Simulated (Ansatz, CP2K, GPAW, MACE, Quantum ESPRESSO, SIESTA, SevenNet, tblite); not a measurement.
**GPAW on H-capped AlP nanocrystal (rod) (34 atoms): settings against a plane-wave reference**

How do the settings of GPAW change the result for H-capped AlP nanocrystal (rod) (34 atoms)? A plane-wave run serves as the yardstick.

Program: GPAW 26.7.0. Level of theory: the method is named at each step. Results are calculated unless marked as measured.

### 1. The structure

The cell holds 34 atoms: 6 P, 6 Al and 22 H. Cell: a = 15.829 Å, b = 15.829 Å, c = 21.292 Å, α = 90.0°, β = 90.0°, γ = 90.0°. It derives from AlP (zinc-blende). Rod of size parameter 3.1 Å cut from zinc-blende AlP (a = 5.463 Å), atoms with fewer than two neighbours dropped, broken bonds capped with H, 10 Å of vacuum. Then every atom was moved at random, 0.03 Å r.m.s. a Cartesian component (hydrogen 0.6 of that). Regions: crystal, 12 atoms (6 P and 6 Al); hydrogen, 22 atoms (22 H). Vacuum lies along a, b and c.

The yardstick, on the same geometry:

- method: Kohn-Sham DFT, PBE, SSSP efficiency 1.3.0 pseudopotentials, plane waves (Quantum ESPRESSO 7.5); sssp-pbe-1.3.0-efficiency, cutoffs 45/360 Ry, Γ point
- r.m.s. force component: 0.8536 eV/Å
- longest force: 3.87 eV/Å
- gap (highest filled to lowest empty level): 3.079 eV
- time: 4.9 min on 4 MPI ranks of Arm Neoverse V2, shared host
- CPU time: 20 min

### 2. PBE, LCAO dzp, h 0.2 Å

Method: Kohn-Sham DFT, PBE, PAW, atomic orbitals (dzp).

run.py reads:

```python
import numpy as np
from ase.io import read
from gpaw import GPAW, FermiDirac

atoms = read("structure.xyz")
atoms.calc = GPAW(
    mode="lcao",
    basis="dzp",
    h=0.2,
    xc="PBE",
    kpts={"size": (1, 1, 1), "gamma": True},
    occupations=FermiDirac(0.05),
    maxiter=200,
    symmetry={"point_group": False},
    txt="gpaw.txt",
)
energy = atoms.get_potential_energy(force_consistent=True)
forces = atoms.get_forces()
print(f"energy {energy:.6f} eV")
print("forces (eV/A)")
for i, (a, f) in enumerate(zip(atoms, forces)):
    print(f"{i:4d} {a.symbol:2s} {f[0]:10.5f} {f[1]:10.5f} {f[2]:10.5f}")
print(f"Fermi level {atoms.calc.get_fermi_level():.4f} eV")
for k in range(len(atoms.calc.get_ibz_k_points())):
    for s in range(atoms.calc.get_number_of_spins()):
        e = atoms.calc.get_eigenvalues(kpt=k, spin=s)
        n = np.searchsorted(e, atoms.calc.get_fermi_level())
        print(f"k {k} spin {s} levels about the Fermi level:", np.round(e[max(n - 6, 0):n], 4).tolist(), "|", np.round(e[n:n + 6], 4).tolist())
```

structure.xyz reads:

```xyz
34
Lattice="15.82930 0.00000 0.00000 0.00000 15.82930 0.00000 0.00000 0.00000 21.29230" Properties=species:S:1:pos:R:3 pbc="T T T"
P 5.82297 8.55574 8.60550
P 5.83721 8.54909 14.06655
P 8.51015 5.83705 8.65426
P 8.50524 5.83658 13.98798
P 8.49099 8.53231 5.78938
Al 7.17051 9.89300 7.26557
Al 9.93922 7.16656 7.24109
Al 7.19315 7.22703 9.95436
P 8.54576 8.53168 11.26895
Al 7.20835 9.86672 12.57097
Al 9.93890 7.21784 12.68063
Al 7.22497 7.14424 15.40349
H 4.96660 9.36446 9.39842
H 5.02232 7.71409 7.76019
H 4.94666 7.75018 13.19952
H 5.06886 9.32726 14.81965
H 7.75952 5.01377 7.75615
H 9.34103 4.95790 9.35605
H 9.40672 5.00649 14.84669
H 7.71346 4.99035 13.18419
H 7.73309 7.77852 5.04223
H 9.35654 9.36636 4.99517
H 8.11679 10.84766 8.09831
H 6.23579 10.82708 6.30359
H 10.82487 8.11473 8.13430
H 10.78482 6.27774 6.32701
H 6.24260 6.27695 10.87632
H 9.32124 9.39295 10.45324
H 8.11236 10.85510 13.56618
H 6.29800 10.85653 11.73121
H 10.88613 6.27078 11.74909
H 10.81743 8.05854 13.59045
H 6.30354 6.29056 16.28073
H 8.11426 8.09210 16.26157
```

The run is started by

```console
$ OMP_NUM_THREADS=1 python run.py > output.txt
```

Log:

```text
energy -124.334381 eV
forces (eV/A)
   0 P     0.23541   -0.49303   -0.41109
   1 P     1.76740   -2.17349   -2.71236
   2 P     0.00131    0.59414   -1.34748
   3 P     1.11479   -0.05956    0.33493
   4 P     2.19172    1.62974    3.25077
   5 Al   -0.19707    1.84298   -1.28425
   6 Al    0.26327    0.37956   -0.17143
   7 Al   -0.95582   -0.81297    1.26525
   8 P     0.22550   -0.53367    0.03120
   9 Al   -0.17975    2.02994    1.14962
  10 Al    0.85525   -0.93454   -1.10515
  11 Al   -0.53303    0.35335    0.82903
  12 H    -0.30358   -0.01176    0.05295
  13 H    -0.29070    0.18461    0.23308
  14 H     0.15515    0.53661    0.73504
  15 H    -1.77449    1.51475    1.41817
  16 H    -0.01104   -0.26893    0.17150
  17 H     0.27347   -0.52179    0.41519
  18 H    -0.85736    0.35335   -0.81303
  19 H    -0.08184   -0.62112   -0.08633
  20 H    -1.82413   -1.83249   -2.49780
  21 H    -0.36674   -0.25772   -0.16176
  22 H     0.33971   -0.21244    0.39022
  23 H    -0.06003   -0.33020    0.10136
  24 H    -0.09902    0.38758    0.34237
  25 H     0.39512   -0.79977   -0.66344
  26 H     0.11043    0.16825    0.02447
  27 H     0.24337    0.22905   -0.16411
  28 H    -0.14308   -0.62439   -0.22841
  29 H    -0.42887   -0.09291   -0.46146
  30 H    -0.32043   -0.06578   -0.07425
  31 H     0.39403    0.78795    0.89497
  32 H    -0.70828   -0.77395    0.46156
  33 H     0.56451    0.45852    0.07561
Fermi level -4.2080 eV
k 0 spin 0 levels about the Fermi level: [-6.2941, -6.145, -5.8788, -5.7413, -5.5989, -5.4161] | [-2.1114, -1.4105, -1.2171, -1.0751, -0.7655, -0.6431]
```

gpaw.txt:

```text
Input parameters:
  mode=LCAO(),
  basis={'default': 'dzp'},
  h=0.2,
  kpts=MonkhorstPack(size=(1, 1, 1), gamma=True),
  maxiter=200,
  occupations=Occupations(name='fermi-dirac', width=0.05, fixmagmom=False),
  symmetry=Symmetry(point_group=False),
  xc=XC(name='PBE')
Unit cell  # Å
| periodic |         x |         y |         z |   lengths |    angles |
|----------|-----------|-----------|-----------|-----------|-----------|
|      yes | 15.829300 |  0.000000 |  0.000000 | 15.829300 | 90.000000 |
|      yes |  0.000000 | 15.829300 |  0.000000 | 15.829300 | 90.000000 |
|      yes |  0.000000 |  0.000000 | 21.292300 | 21.292300 | 90.000000 |
Number of symmetries: 1
Symmetry operations  # r_c * U_cc + t_c -> r_c
|   | kind |            matrix            |
|---|------|------------------------------|
| 0 |  E   |  1, 0, 0,  0, 1, 0,  0, 0, 1 |
BZ-sampling:
  Number of BZ points: 1
  Number of IBZ points: 1
  Monkhorst-Pack size: [1, 1, 1]
  Monkhorst-Pack shift: [0, 0, 0]
[... lines left out ...]
      Number of RI-basis functions 0
Reference energy: -95712.805111  # eV
eigensolver:
density mixing:
  MSR1-Mixer
occupation numbers:
  Fermi-Dirac:
    width: 0.0500  # eV
FastPoissonSolver using
    Stencil: 6*3+1=19 point O(h^6) finite-difference Laplacian
xc functional:
  name: PBE with 2 nearest neighbor stencil
interpolation: tri-quintic # 5. degree polynomial
Initialization done in: 9.542 s
convergence criteria:
- Maximum [total energy] change in last 3 cyles: 0.0005 eV / valence electron
- Maximum integral of absolute [dens]ity change: 0.0001 electrons / valence electron
- Maximum integral of absolute [eigenst]ate change: 4e-08 eV^2 / valence electron
maximum number of iterations: 200
SCF iterations
|iter     |      energy | eigst |  dens |
|---------|-------------|-------|-------|
|iter:   1| -131.078246 |      c|       |
|iter:   2| -130.062756 |      c| -0.63 |
|iter:   3| -124.399099 |      c| -0.66 |
|iter:   4| -124.335897 |      c| -1.32 |
|iter:   5| -124.335240 |      c| -1.84 |
|iter:   6| -124.334383c|      c| -2.36 |
|iter:   7| -124.334384c|      c| -2.88 |
|iter:   8| -124.334381c|      c| -3.54 |
|iter:   9| -124.334381c|      c| -4.23c|
Converged in 9 steps
SCF loop duration: 20.792 s (2.310 s/step)
Energy contributions relative to reference atoms: (reference = -95712.805111)
Energy contributions:
  Kinetic:         157.546839
  Coulomb:        -158.514936
  Zero:             -0.339529
  External:          0.000000
  Xc:             -123.026755
  Entropy:          -0.000000
  Spinorbit:         0.000000
  ----------------------------
  Free energy:    -124.334381
  Extrapolated:   -124.334381
dipole moment: (-0.997500, -1.221151, -1.336623)  # |e|*Ang
Fermi level: -4.208
Eigenvalues  # (at kpt = [0.000, 0.000, 0.000])
| band index |      eig [eV] | occ [0-2] |
|------------|---------------|-----------|
|          0 |       -16.942 |     2.000 |
|        ... |               |           |
|         27 |        -6.577 |     2.000 |
|         28 |        -6.319 |     2.000 |
[...]
|         42 |        -0.248 |     0.000 |
|        ... |               |           |
|         45 |         0.045 |     0.000 |
Gap: 3.305 eV
Transition (v -> c):
  (s=0, k=0, n=34, [0.00, 0.00, 0.00]) -> (s=0, k=0, n=35, [0.00, 0.00, 0.00])
No difference between direct/indirect transitions
Force computation time: 1.903  # s
timing:  # [seconds]
  Total:  32.257  # ━━━━━━━━━━━━━━━━━━━━━━━━━━━━━━━━━━━━━━━━━━━━━━━━━━━━━━━━━
  Init:    9.541  # ━━━━━━━━━━━━━━━━━
  SCF:    20.792  # ━━━━━━━━━━━━━━━━━━━━━━━━━━━━━━━━━━━━╸
  Forces:  1.903  # ━━━╸
```

It took 33 s on 1 thread of Arm Neoverse V2, shared host; peak memory 1.8 GiB.

Banners, paths, timers and routine set-up lines are dropped from the logs unmarked, and long logs keep their key lines alone; longer cuts are marked.

Against the reference:

```
r.m.s. force component                           : 0.9196 eV/Å
r.m.s. difference of force components            : 138.2 meV/Å
longest difference of force vectors              : 478.1 meV/Å
force difference over r.m.s. force               : 16.19 %
slope of forces against the reference's          : 1.067
correlation of force components                  : 0.9906
gap (highest filled to lowest empty level) : 3.305 eV
gap difference                                   : 0.2262 eV
```

Length of the force difference by element (eV/Å):

```csv
element,atoms,mean,most
Al,6,0.062,0.084
H,22,0.19,0.48
P,6,0.32,0.41
```

Levels nearest the highest filled one (eV from it): -0.88, -0.73, -0.46, -0.33, -0.18, 0.00, 3.30, 4.01, 4.20, 4.34, 4.65, 4.77.

Local excerpt of 9 atoms (numbers count through the whole input) about H21, picked at random; x, y, z are measured from there.

```csv
atom,x,y,z,distance (Å),bonds,Fx,Fy,Fz (eV/Å)
H21,0.00,0.00,0.00,0.00,1,-1.82,-1.83,-2.50
P5,0.76,0.75,0.75,1.30,4,2.19,1.63,3.25
H22,1.62,1.59,-0.05,2.27,1,-0.37,-0.26,-0.16
Al6,-0.56,2.11,2.22,3.12,4,-0.20,1.84,-1.28
Al7,2.21,-0.61,2.20,3.17,4,0.26,0.38,-0.17
H24,-1.50,3.05,1.26,3.62,1,-0.06,-0.33,0.10
H26,3.05,-1.50,1.28,3.64,1,0.40,-0.80,-0.66
H14,-2.71,-0.06,2.72,3.84,1,-0.29,0.18,0.23
H17,0.03,-2.76,2.71,3.87,1,-0.01,-0.27,0.17
```

Atoms are counted from 1 here, from 0 in the log.

Forces lie 16 % from the reference's, at 0.029 times its CPU time (on 1 against 4 cores).

### 3. PBE, LCAO sz(dzp), h 0.2 Å

Method: Kohn-Sham DFT, PBE, PAW, atomic orbitals (sz(dzp)).

run.py, as its differences from that of step 2:

```diff
@@ -7,3 +7,3 @@
     mode="lcao",
-    basis="dzp",
+    basis="sz(dzp)",
     h=0.2,
```

structure.xyz is that of step 2.

Log:

```text
energy -103.076797 eV
forces (eV/A)
   0 P     2.60460   -0.65645   -0.46281
   1 P     4.49435   -2.96493   -3.39573
   2 P    -0.36915    3.26935   -1.28760
   3 P     1.34244    2.07385    0.49117
   4 P     2.74779    2.12933    6.13119
   5 Al   -0.30797    1.49923   -1.41344
   6 Al   -0.26513    0.37233   -0.19411
   7 Al   -0.81188   -0.67915    1.22251
   8 P    -0.78838   -1.85661    1.17488
   9 Al   -0.12711    1.70521    1.18638
  10 Al    0.37480   -1.02413   -1.47643
  11 Al   -0.59564    0.33362    0.40752
[...]
29 H    -0.99993    0.41985   -0.99302
  30 H     0.12191   -0.57925   -0.58464
  31 H     1.04019    1.45075    1.62718
  32 H    -1.38255   -1.38147    1.05194
  33 H     1.18823    1.13143    0.64074
Fermi level -4.0630 eV
k 0 spin 0 levels about the Fermi level: [-7.898, -7.6863, -7.4467, -7.2643, -7.0811, -6.8222] | [-2.8629, -2.0779, -1.9675, -1.7686, -1.4414, -1.3801]
```

gpaw.txt:

```text
Input parameters:
  mode=LCAO(),
  basis={'default': 'sz(dzp)'},
  h=0.2,
  kpts=MonkhorstPack(size=(1, 1, 1), gamma=True),
  maxiter=200,
  occupations=Occupations(name='fermi-dirac', width=0.05, fixmagmom=False),
  symmetry=Symmetry(point_group=False),
  xc=XC(name='PBE')
[... lines left out ...]
  Fermi-Dirac:
[... lines left out ...]
convergence criteria:
- Maximum [total energy] change in last 3 cyles: 0.0005 eV / valence electron
[... lines left out ...]
Converged in 8 steps
[... lines left out ...]
  Free energy:    -103.076797
[... lines left out ...]
Fermi level: -4.063
[... lines left out ...]
|          0 |       -19.228 |     2.000 |
|        ... |               |           |
|         27 |        -8.301 |     2.000 |
|         28 |        -7.913 |     2.000 |
[...]
|         42 |        -1.062 |     0.000 |
|        ... |               |           |
|         45 |        -0.402 |     0.000 |
Gap: 3.959 eV
Transition (v -> c):
  (s=0, k=0, n=34, [0.00, 0.00, 0.00]) -> (s=0, k=0, n=35, [0.00, 0.00, 0.00])
No difference between direct/indirect transitions
Force computation time: 0.543  # s
timing:  # [seconds]
  Total:  23.434  # ━━━━━━━━━━━━━━━━━━━━━━━━━━━━━━━━━━━━━━━━━━━━━━━━━━━━━━━━━
  Init:    9.630  # ━━━━━━━━━━━━━━━━━━━━━━━╸
  SCF:    13.199  # ━━━━━━━━━━━━━━━━━━━━━━━━━━━━━━━━
  Forces:  0.543  # ━╸
```

It took 25 s on 1 thread; peak memory 1.7 GiB.

Against the reference:

```
r.m.s. force component                           : 1.745 eV/Å
r.m.s. difference of force components            : 1265 meV/Å
longest difference of force vectors              : 4010 meV/Å
force difference over r.m.s. force               : 148.2 %
slope of forces against the reference's          : 1.491
correlation of force components                  : 0.7294
gap (highest filled to lowest empty level) : 3.959 eV
gap difference                                   : 0.8808 eV
```

This is a coarse setting, run to see what it loses.

Against the first run (16 %), the force difference from the reference is 148 %, at 0.73 times the CPU time, with 70 basis functions against 266: the smaller basis costs accuracy.

### 4. PBE, LCAO szp(dzp), h 0.2 Å

Method: Kohn-Sham DFT, PBE, PAW, atomic orbitals (szp(dzp)).

run.py, as its differences from that of step 3:

```diff
@@ -7,3 +7,3 @@
     mode="lcao",
-    basis="sz(dzp)",
+    basis="szp(dzp)",
     h=0.2,
```

structure.xyz is that of step 3.

Log:

```text
energy -114.319655 eV
forces (eV/A)
   0 P     1.45008   -0.58926   -0.45220
   1 P     3.04891   -2.48580   -2.96053
   2 P    -0.20656    1.92512   -1.29096
   3 P     1.10639    1.05986    0.31532
   4 P     2.26836    1.69783    4.53748
   5 Al   -0.21281    2.13350   -1.30080
   6 Al    0.60780    0.28187   -0.26393
   7 Al   -1.08117   -0.90740    1.47915
   8 P    -0.32564   -1.22133    0.51550
   9 Al   -0.28958    2.29555    1.02121
  10 Al    1.20013   -0.90941   -1.11926
  11 Al   -0.62044    0.26961    1.23184
  12 H    -1.03982    0.76831    0.83108
  13 H    -0.91637   -0.55152   -0.48512
  14 H    -0.47532   -0.07275    0.06632
  15 H    -2.56926    2.37774    2.25118
  16 H    -0.65126   -0.92721   -0.59281
  17 H     1.10871   -1.32689    1.11772
  18 H    -0.17561   -0.21850   -0.15972
  19 H    -0.82383   -1.33086   -0.84183
  20 H    -2.69605   -2.69484   -3.27038
  21 H     0.40512    0.48370   -0.81355
  22 H     0.44378   -0.21573    0.48507
  23 H    -0.14557   -0.28159    0.00571
  24 H    -0.12001    0.48586    0.43969
  25 H     0.37177   -0.82001   -0.69299
  26 H     0.05989    0.11728    0.12763
  27 H     0.84116    0.92576   -0.83681
  28 H    -0.02784   -0.56600   -0.09319
  29 H    -0.49827   -0.09440   -0.53370
  30 H    -0.30504   -0.14730   -0.16531
  31 H     0.36875    0.82364    0.95063
  32 H    -0.73246   -0.78695    0.43816
  33 H     0.62680    0.52563    0.05893
Fermi level -4.4192 eV
k 0 spin 0 levels about the Fermi level: [-7.3607, -7.1862, -6.9289, -6.801, -6.6182, -6.397] | [-3.1505, -2.3424, -2.2956, -2.1267, -1.7842, -1.579]
```

gpaw.txt:

```text
Input parameters:
  mode=LCAO(),
  basis={'default': 'szp(dzp)'},
  h=0.2,
  kpts=MonkhorstPack(size=(1, 1, 1), gamma=True),
  maxiter=200,
  occupations=Occupations(name='fermi-dirac', width=0.05, fixmagmom=False),
  symmetry=Symmetry(point_group=False),
  xc=XC(name='PBE')
Unit cell  # Å
| periodic |         x |         y |         z |   lengths |    angles |
[... lines left out ...]
  Fermi-Dirac:
[... lines left out ...]
convergence criteria:
- Maximum [total energy] change in last 3 cyles: 0.0005 eV / valence electron
[... lines left out ...]
Converged in 9 steps
[... lines left out ...]
  Free energy:    -114.319655
  Extrapolated:   -114.319655
dipole moment: (-0.902280, -1.173872, -1.308338)  # |e|*Ang
Fermi level: -4.419
Eigenvalues  # (at kpt = [0.000, 0.000, 0.000])
| band index |      eig [eV] | occ [0-2] |
|------------|---------------|-----------|
|          0 |       -18.366 |     2.000 |
|        ... |               |           |
|         27 |        -7.721 |     2.000 |
|         28 |        -7.395 |     2.000 |
[...]
|         42 |        -1.150 |     0.000 |
|        ... |               |           |
|         45 |        -0.883 |     0.000 |
Gap: 3.247 eV
Transition (v -> c):
  (s=0, k=0, n=34, [0.00, 0.00, 0.00]) -> (s=0, k=0, n=35, [0.00, 0.00, 0.00])
No difference between direct/indirect transitions
Force computation time: 1.549  # s
timing:  # [seconds]
  Total:  30.313  # ━━━━━━━━━━━━━━━━━━━━━━━━━━━━━━━━━━━━━━━━━━━━━━━━━━━━━━━━━
  Init:   10.019  # ━━━━━━━━━━━━━━━━━━━
  SCF:    18.723  # ━━━━━━━━━━━━━━━━━━━━━━━━━━━━━━━━━━━
  Forces:  1.549  # ━━━
```

Run time: 31 s. Hardware: 1 thread; peak memory 1.8 GiB.

Against the reference:

| Item | Value |
| --- | --- |
| r.m.s. force component | 1.23 eV/Å |
| r.m.s. difference of force components | 654.5 meV/Å |
| longest difference of force vectors | 1927 meV/Å |
| force difference over r.m.s. force | 76.67 % |
| slope of forces against the reference's | 1.244 |
| correlation of force components | 0.8633 |
| gap (highest filled to lowest empty level) | 3.247 eV |
| gap difference | 0.168 eV |

This is a coarse setting, run to see what it loses.

Against the first run (16 %), the force difference from the reference is 77 %, at 0.93 times the CPU time, with 196 basis functions against 266: the smaller basis costs accuracy.

[end of part 1 of 2]

[Also dropped from logs without a mark: logging warnings of Python, and SIESTA's first energy breakdown and zero terms.]

[Logs are printed without paths, hosts, clocks, repeated set-up lines and the standing remarks that a program may print on its own settings, such as how far it seeks lower states.]

[Hosts, paths, dates, database ids (printed as entryN), source tags and the programs' standing remarks are cut or masked in the printed files.]
